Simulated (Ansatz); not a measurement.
# Tl2S (model cell, started as cuprite): a soft mode frozen in

Which phase does Tl2S (model cell, started as cuprite) fall into along its unstable mode, and how much energy does it gain?

Main program and level: Ansatz 0.2.0; DFT PBEsol, scalar-relativistic, plane waves, PAW.

Report form: the programs' logs are mostly left out.

The structure was built from a prototype and need not be the compound's stable phase.

## 1. Set-up

Symmetry: Pn-3m, No. 224, cubic system. Conventional cell: a = 6.637 Å, b = 6.637 Å, c = 6.637 Å, α = 90.00°, β = 90.00°, γ = 90.00°. Nearest to S lie 4 Tl at 2.87 Å. Tl has 2 S at 2.87 Å nearest. Farther neighbours and most contacts between anions are not listed.

## 2. The dispersion

The cell comes from relaxations at this level that are not shown. Stability and thermal properties need the whole zone. Linear response on a 2×2×2 q mesh gives force constants as far as a supercell of that size would.

The input, input.yaml:

```yaml
crystal:
  lattice:
    - [6.6368285313, 0.0, 0.0]
    - [0.0, 6.6368285313, 0.0]
    - [0.0, 0.0, 6.6368285313]
  atoms:
    - { symbol: S, position: [0.0, 0.0, 0.0] }
    - { symbol: S, position: [0.5, 0.5, 0.5] }
    - { symbol: Tl, position: [0.25, 0.25, 0.25] }
    - { symbol: Tl, position: [0.75, 0.75, 0.25] }
    - { symbol: Tl, position: [0.75, 0.25, 0.75] }
    - { symbol: Tl, position: [0.25, 0.75, 0.75] }
kpoints:
  mp_grid: { grid: [6, 6, 6] }
hamiltonian:
  xc: pbesol
scf:
  occupations: { method: methfessel_paxton, width: 0.2 }
output:
  eigenvalues: true
phonons:
  method: dfpt
  qmesh: [2, 2, 2]
  temperatures: { t_max: 1000, t_step: 50 }
  qpath:
    path:
      - [[0.0, 0.0, 0.0], [0.0, 0.5, 0.0], [0.5, 0.5, 0.0], [0.0, 0.0, 0.0], [0.5, 0.5, 0.5], [0.0, 0.5, 0.0]]
      - [[0.5, 0.5, 0.5], [0.5, 0.5, 0.0]]
    npoints: 10
```

On the command line:

```
$ ansatz run input.yaml --threads 8 --pin off --max-ram 14336MiB --backend cpu --events-out ev --progress --plain --runs-dir out
```

Wall time 4.4 min (8 threads of Arm Neoverse N1, shared host); peak memory 3.3 GiB.

Numbers from this step:

```yaml
volume_per_atom: 48.72 Å³
gap_on_the_k_mesh: 0 eV
sum_rule_residual_before_enforcement: 2.31e-5 eV/Å²
lowest_frequency_on_the_path: -147.2 cm⁻¹
point_group: m-3m
highest_frequency_on_the_path_or_at_a_solved_wavevector: 134.1 cm⁻¹
highest_optical_mode_at_the_zone_centre_no_lo_to_term: 82.66 cm⁻¹
lowest_optical_zone_centre_mode: -147.2 cm⁻¹
lowest_mode_on_the_q_mesh_acoustic_modes_at_gamma_apart: -147.2 cm⁻¹
```

Frequencies (cm⁻¹) solved at each irreducible wavevector; negative means imaginary. Frequencies by wavevector, by row:

```
q in reciprocal lattice units  star  mode 1  mode 2  mode 3  mode 4  mode 16  mode 17  mode 18
                        0 0 0     1  -147.2  -147.2  -147.2   -44.4     82.3     82.3     82.7
                     0 0 -0.5     3   -75.3   -75.3   -43.5   -43.5     97.2      127      127
                  0 -0.5 -0.5     3   -86.4   -86.4   -42.4   -42.4     76.3    133.1    133.1
               -0.5 -0.5 -0.5     1  -129.5  -129.5  -129.5   -40.9    117.2    117.2    117.2
```

Interpolated from a 2×2×2 q mesh. Phonon branches along the path, in cm⁻¹:

```
    point  branch 1  branch 2  branch 3  branch 4  branch 15  branch 16  branch 17  branch 18
        Γ      -147      -147      -147       -44         82         82         82         83
  halfway      -118      -118      -100       -44         69        108        108        109
        X       -75       -75       -44       -44         97         97        127        127
  halfway       -77       -77       -48       -48         86         86        131        131
        M       -86       -86       -42       -42         76         76        133        133
  halfway      -104       -99       -68       -44         67        100        118        127
        Γ      -147      -147      -147       -44         82         82         82         83
  halfway      -102      -102       -55       -42         74         99        126        126
        R      -130      -130      -130       -41         88        117        117        117
  halfway      -100       -94       -77       -40         74        110        126        130
        X       -75       -75       -44       -44         97         97        127        127
jump to R      -130      -130      -130       -41         88        117        117        117
  halfway      -111      -111      -101       -40         80        111        126        126
        M       -86       -86       -42       -42         76         76        133        133
```

Symmetry leaves 4 wavevectors to solve. The lowest mode among them, the acoustic zeros apart, lies at Γ and is imaginary, 147.2i cm⁻¹, so the energy falls along it.

## 3. The mode frozen in, largest atomic shift 0 Å

The mode followed lies at q = (-0.5, -0.5, -0.5) with frequency 129.5i cm⁻¹ and is 3-fold degenerate, one of the unstable modes though not the softest. At small amplitude the distorted cell has space group no. 166 by a symmetry search on the positions. The undistorted cell that holds it gives the zero of energy on the same k mesh.

System of this step: Tl2S (model cell, started as cuprite). The structure is cubic, space group Pn-3m (No. 224). Conventional cell: a = 6.637 Å, b = 6.637 Å, c = 6.637 Å, α = 90.00°, β = 90.00°, γ = 90.00°. S has 4 Tl at 2.87 Å nearest. Tl has 2 S at 2.87 Å nearest. Farther neighbours and most contacts between anions are not listed.

The input, input.yaml:

```yaml
crystal:
  lattice:
    - [6.6368285313, 6.6368285313, 0.0]
    - [6.6368285313, 0.0, 6.6368285313]
    - [6.6368285313, 0.0, -6.6368285313]
  atoms:
    - { symbol: S, position: [0.0, 0.0, 0.0] }
    - { symbol: S, position: [0.0, 0.5, 0.5] }
    - { symbol: S, position: [0.5, 0.25, 0.75] }
    - { symbol: S, position: [0.5, 0.75, 0.25] }
    - { symbol: Tl, position: [0.25, 0.125, 0.875] }
    - { symbol: Tl, position: [0.25, 0.625, 0.375] }
    - { symbol: Tl, position: [0.75, 0.125, 0.875] }
    - { symbol: Tl, position: [0.75, 0.625, 0.375] }
    - { symbol: Tl, position: [0.25, 0.625, 0.875] }
    - { symbol: Tl, position: [0.25, 0.125, 0.375] }
    - { symbol: Tl, position: [0.75, 0.125, 0.375] }
    - { symbol: Tl, position: [0.75, 0.625, 0.875] }
kpoints:
  mp_grid: { grid: [6, 6, 6] }
hamiltonian:
  xc: pbesol
scf:
  occupations: { method: methfessel_paxton, width: 0.2 }
output:
  forces: true
  stress: true
  eigenvalues: true
```

Elapsed: 10 s, on 8 threads; peak memory 2.3 GiB; 77 s of CPU time.

Numbers from this step:

```yaml
pressure: -0.003825 GPa
energy_from_the_undistorted_cell: 0 meV/atom
```

The run ends at a pressure of 0.00 GPa.

## 4. The mode frozen in, largest atomic shift 0.32 Å

The atoms are moved along the unstable eigenvector, the largest shift by 0.32 Å, with the cell fixed.

The input, input.yaml:

```yaml
crystal:
  lattice:
    - [6.6368285313, 6.6368285313, 0.0]
    - [6.6368285313, 0.0, 6.6368285313]
    - [6.6368285313, 0.0, -6.6368285313]
  atoms:
    - { symbol: S, position: [-0.0278374054, 0.0139187027, -0.0139187027] }
    - { symbol: S, position: [0.0278374054, 0.4860812973, 0.5139187027] }
    - { symbol: S, position: [0.4721625946, 0.2639187027, 0.7360812973] }
    - { symbol: S, position: [0.5278374054, 0.7360812973, 0.2639187027] }
    - { symbol: Tl, position: [0.2525057732, 0.1234994268, 0.8765005732] }
    - { symbol: Tl, position: [0.2474942268, 0.6265005732, 0.3734994268] }
    - { symbol: Tl, position: [0.7520104, 0.1239948, 0.8760052] }
    - { symbol: Tl, position: [0.7479896, 0.6260052, 0.3739948] }
    - { symbol: Tl, position: [0.2525057732, 0.6239948, 0.8765005732] }
    - { symbol: Tl, position: [0.2474942268, 0.1260052, 0.3734994268] }
    - { symbol: Tl, position: [0.7530011464, 0.1234994268, 0.3760052] }
    - { symbol: Tl, position: [0.7469988536, 0.6265005732, 0.8739948] }
kpoints:
  mp_grid: { grid: [6, 6, 6] }
hamiltonian:
  xc: pbesol
scf:
  occupations: { method: methfessel_paxton, width: 0.2 }
output:
  forces: true
  stress: true
  eigenvalues: true
```

Elapsed: 21 s, on 8 threads; peak memory 2.7 GiB.

Numbers from this step:

| Property | Result |
| --- | --- |
| pressure | 0.2027 GPa |
| gap on the k-mesh | 0.3644 eV |
| energy from the undistorted cell | -17.12 meV/atom |

The energy, extrapolated to zero smearing, is -17.12 meV/atom against the undistorted cell.

The run ends at a pressure of 0.20 GPa, with forces up to 0.55 eV/Å.

## 5. Energy along the mode, all amplitudes (two of the runs are shown above)

An imaginary frequency means negative curvature, so the energy should fall and then rise again as anharmonic terms take over.

This step gave:

```yaml
depth_at_the_lowest_point_sampled: 17.12 meV/atom
largest_atomic_shift_at_that_point: 0.32 Å
```

Table of energy from the parent by largest atomic shift:

```
largest atomic shift (Å)  energy from the parent (meV/atom)
                   0.000                                  0
                   0.040                             -0.608
                   0.080                              -2.31
                   0.140                              -6.22
                   0.220                              -12.2
                   0.320                              -17.1
                   0.450                              -10.9
                   0.600                               39.3
```

Displacement at unit largest shift by atom:

```
atom   x (Å)   y (Å)   z (Å)   size
  S1  -0.577  -0.577   0.577  0.999
  S2   0.577   0.577  -0.577  0.999
  S3  -0.577  -0.577   0.577  0.999
  S4   0.577   0.577  -0.577  0.999
 Tl5   0.052   0.052  -0.062  0.096
 Tl6  -0.052  -0.052   0.062  0.096
 Tl7   0.042   0.042  -0.042  0.073
 Tl8  -0.042  -0.042   0.042  0.073
 Tl9   0.062   0.052  -0.052  0.096
Tl10  -0.062  -0.052   0.052  0.096
Tl11   0.052   0.062  -0.052  0.096
Tl12  -0.052  -0.062   0.052  0.096
```

The lowest of the steps tried is at 0.32 Å, 17.1 meV/atom below the parent; the bottom of the well need not coincide with a step.

## 6. Relaxation from the frozen mode

Starting from the lowest point found, all atoms and the cell are let go, so that strain and other modes of the same symmetry can join in.

Edit input.yaml of step 4 so:

```diff
@@ -28 +28,6 @@
   eigenvalues: true
+relax:
+  adjacent_minimum: "off"
+  f_tol: 0.002
+  max_steps: 120
+  cell: { stress_tol: 0.03 }
```

Wall time 9.1 min (8 threads); peak memory 2.8 GiB.

Relaxation path (22 of 23):

```
step  energy less that of the first step (eV)  largest force component (eV/Å)  pressure (GPa)  volume (Å³)
   1                                   0.0000                          0.3179            0.20       584.67
   2                                  -0.5725                          0.3014           -0.56       588.70
   3                                  -1.2148                          0.2170           -0.98       568.08
   4                                  -1.8634                          0.2010           -1.22       530.75
   5                                  -2.2027                          0.4780           -1.10       484.14
   6                                  -2.5471                          0.3129           -0.86       468.35
   7                                  -2.8605                          0.2166           -0.45       442.38
   8                                  -3.0823                          0.1573           -0.02       419.68
   9                                  -3.2608                          0.1334           -0.01       419.74
  10                                  -3.4165                          0.0576            0.05       420.68
  11                                  -3.5541                          0.0864           -0.03       420.54
  13                                  -3.6095                          0.0605            0.03       418.30
  14                                  -3.6424                          0.0296            0.02       416.12
  15                                  -3.6476                          0.0044            0.00       415.62
  16                                  -3.6476                          0.0048            0.01       416.06
  17                                  -3.6476                          0.0011            0.00       416.31
 18*                                  -3.6650                          0.0008            0.09       416.31
  19                                  -3.6742                          0.0074            0.02       416.84
  20                                  -3.6760                          0.0076            0.02       417.45
  21                                  -3.6762                          0.0048           -0.02       417.05
  22                                  -3.6763                          0.0009            0.00       416.72
 23*                                  -3.6765                          0.0009            0.00       416.72
```

Relaxation steps marked * repeat the geometry before them on a plane-wave basis chosen anew for their cell, so energy and pressure can jump there. Other such steps can lie between the rows shown. Relaxation step 12 was tried and not accepted.

The run keeps the 12 symmetry operations that it works with, so distortions that break them were not tested.

```
     cell as run  before   after   change
           a (Å)   9.386  10.206   +8.7 %
           b (Å)   9.386   7.183  -23.5 %
           c (Å)   9.386  10.206   +8.7 %
           β (°)   60.00   41.21  -31.3 %
           γ (°)   60.00   69.40  +15.7 %
volume (Å³/atom)   48.72   34.73  -28.7 %
```

The atoms that moved most (Å, as changes of fractional coordinates times the final cell):

```
atom      dx      dy      dz  length
  S3  -0.899  -0.899   0.899   1.557
  S2   0.899   0.899  -0.899   1.557
 Tl7   0.713   0.713  -0.713   1.235
 Tl8  -0.713  -0.713   0.713   1.235
Tl11   0.636   0.534  -0.636   1.046
Tl10  -0.534  -0.636   0.636   1.046
Tl12  -0.636  -0.534   0.636   1.046
 Tl6  -0.636  -0.636   0.534   1.046
```

The relaxed structure:

```cif
data_structure
_symmetry_space_group_name_H-M 'P 1'
_symmetry_Int_Tables_number 1
_cell_length_a 10.2059
_cell_length_b 7.1834
_cell_length_c 10.2059
_cell_angle_alpha 90.000
_cell_angle_beta 41.210
_cell_angle_gamma 69.395
_cell_volume 416.72
loop_
_atom_site_label
_atom_site_type_symbol
_atom_site_fract_x
_atom_site_fract_y
_atom_site_fract_z
_atom_site_occupancy
S1 S 0.03602 0.98199 0.01801 1
S2 S 0.13918 0.43041 0.56959 1
S3 S 0.36082 0.31959 0.68041 1
S4 S 0.46398 0.76801 0.23199 1
Tl5 Tl 0.33376 0.09292 0.90708 1
Tl6 Tl 0.16624 0.65708 0.34292 1
Tl7 Tl 0.84027 0.07987 0.92013 1
Tl8 Tl 0.65973 0.67013 0.32987 1
Tl9 Tl 0.33376 0.57333 0.90708 1
Tl10 Tl 0.16624 0.17667 0.34292 1
Tl11 Tl 0.81416 0.09292 0.42667 1
Tl12 Tl 0.68584 0.65708 0.82333 1
```

Numbers from this step:

```
pressure          : -0.003446 GPa
volume per atom   : 34.73 Å³
gap on the k-mesh : 0.2753 eV
```

The distorted start has space group R-3m; the relaxation ends in R-3m.

## 7. Summary of results

| Item | Value |
| --- | --- |
| unstable mode of the parent | q = (-0.5, -0.5, -0.5), 130i cm⁻¹ |
| depth at the lowest point sampled | 17.1 meV/atom |
| largest atomic shift at that point | 0.32 Å |
| space group reached (within 0.01 Å) | R-3m |
| energy gained over the parent (first relaxation, on the mesh of the frozen mode) | 323 meV/atom |
| volume per atom, phase reached | 34.7 Å³ |
| gap on the k-mesh, phase reached | 0.275 eV |

In words: From this start the structure relaxes into R-3m, 323 meV/atom below the parent. At the parent's cell the well is 17.12 meV/atom deep on the steps tried, with its lowest point at a shift of 0.32 Å. Relaxing atoms and cell changes the gain by +306.01 meV/atom against the lowest step (energies at zero smearing). Most of the total comes from this relaxation. The frozen pattern makes up only 18 % of the final shifts of the atoms, so other modes or strain give most of the change. The modes of the phase reached were not computed on this path. Of the 5 patterns followed to their end from this parent, this one ends 196 meV/atom above the lowest, P4/nmm. Each path keeps the symmetry of its pattern, so a lower phase may lie along a pattern not tried. With no gap, or one that is small against the smearing, the frequencies hang on the k mesh and the smearing, most of all near Kohn anomalies. The volume moved by more than a tenth on the k mesh of the start, so the energy gain is rough. Spin-orbit coupling is left out, which can matter for the heavy elements here. The starting cell was built on a prototype and not taken from a measurement, so the phase need not exist.

[Logs are printed without paths, hosts, clocks, repeated set-up lines and the standing remarks that a program may print on its own settings, such as how far it seeks lower states.]

[Hosts, paths, dates, database ids (printed as entryN), source tags and the programs' standing remarks are cut or masked in the printed files.]
